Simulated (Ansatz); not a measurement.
# Random alloy of the bcc Mo-W line, x = 0.3704 (54 atoms): relaxed cell and levels of theory

After relaxation, how do forces and pressure change with k-mesh and functional?

Calculated with Ansatz 0.2.0: Kohn-Sham DFT, PBE, PAW (set soft_2), plane waves; cutoff 420 eV, k-mesh 2×2×2, fermi-dirac smearing of 0.1 eV.

**The cell**

The cell holds 54 atoms: 20 W and 34 Mo. Cell: a = 9.508 Å, b = 9.508 Å, c = 9.508 Å, α = 90.0°, β = 90.0°, γ = 90.0°. It derives from Mo and W (bcc Mo-W), repeated 3×3×3. Bcc Mo-W: 54 atoms, 20 of 54 Mo sites given to W at random, cell and internal coordinates interpolated linearly between the end members (Vegard's rule); not relaxed, displaced by a Gaussian of 0.02 Å. Lattice constants are starting values near those of PBE.

Cell and atoms were relaxed with PBE. The walk converged after 6 steps, with a largest force component of 1.2e-4 eV/Å; it began at an r.m.s. force component of 0.31 eV/Å. The edges went from 9.508, 9.508, 9.508 to 9.506, 9.506, 9.507 Å, and the volume from 15.918 to 15.909 Å³ an atom (-0.1 %).

The input of the reference single point:

```yaml
crystal:
  lattice:
    - [9.50607, 0.00011, 2.0e-05]
    - [0.00011, 9.50624, -0.00016]
    - [2.0e-05, -0.00016, 9.50658]
  atoms:
    - { symbol: W, position: [4.0e-05, 0.00015, 0.99997] }
    - { symbol: W, position: [0.16684, 0.16705, 0.1669] }
    - { symbol: W, position: [0.99968, 0.0002, 0.33316] }
    - { symbol: W, position: [0.1666, 0.16697, 0.50016] }
    [... 48 atom lines left out ...]
    - { symbol: Mo, position: [0.6665, 0.66666, 0.66656] }
    - { symbol: Mo, position: [0.83326, 0.83357, 0.83342] }
kpoints:
  mp_grid: { grid: [2, 2, 2] }
hamiltonian:
  xc: pbe
scf:
  occupations: { method: fermi_dirac, width: 0.1 }
output:
  forces: true
  stress: true
  populations: true
  dos:
    method: { smearing: { sigma: 0.08 } }
    de: 0.05
    projected: { site_lists: { Mo: [Mo], W: [W] } }
  eigenvalues: true
  write_density: true
  write_potential: true
  volumetric_format: npy
```

**Levels of theory**

Single points at the relaxed geometry:

```
functional  k-mesh  pressure (GPa)  r.m.s. force component (eV/Å)  SCF cycles   time
       PBE   2×2×2            0.00                          0.000           7  5.7 s
       PBE   3×3×3           -0.03                          0.009           6  8.6 s
    r2SCAN   2×2×2           -3.15                          0.015          11  8.6 s
    PBEsol   2×2×2           -8.10                          0.007           7  5.8 s
```

Cutoffs: 420 eV for PBE and PBEsol; 500 eV for r2SCAN.

**Findings**

Every run has partly filled levels at the Fermi energy, as in a metal. Against the reference the pressure changes with r2SCAN by -3.2 GPa and PBEsol by -8.1 GPa; a negative change means that the functional would take a smaller volume. The denser mesh moves the energy by +15.4 meV/atom and the pressure by -0.03 GPa, so the reference mesh, on which the relaxation ran, isn't converged.

Limits: All single points share the geometry relaxed with PBE. One random arrangement of the atoms on their sites. Spin–orbit coupling is left out, which matters for the levels of the heavy elements.

[Long decimals in the printed logs are rounded to 6 places.]

[Logs are printed without paths, hosts, clocks, repeated set-up lines and the standing remarks that a program may print on its own settings, such as how far it seeks lower states.]

[Hosts, paths, dates, database ids (printed as entryN), source tags and the programs' standing remarks are cut or masked in the printed files.]

[Runs of further levels or settings that didn't converge aren't in the tables.]
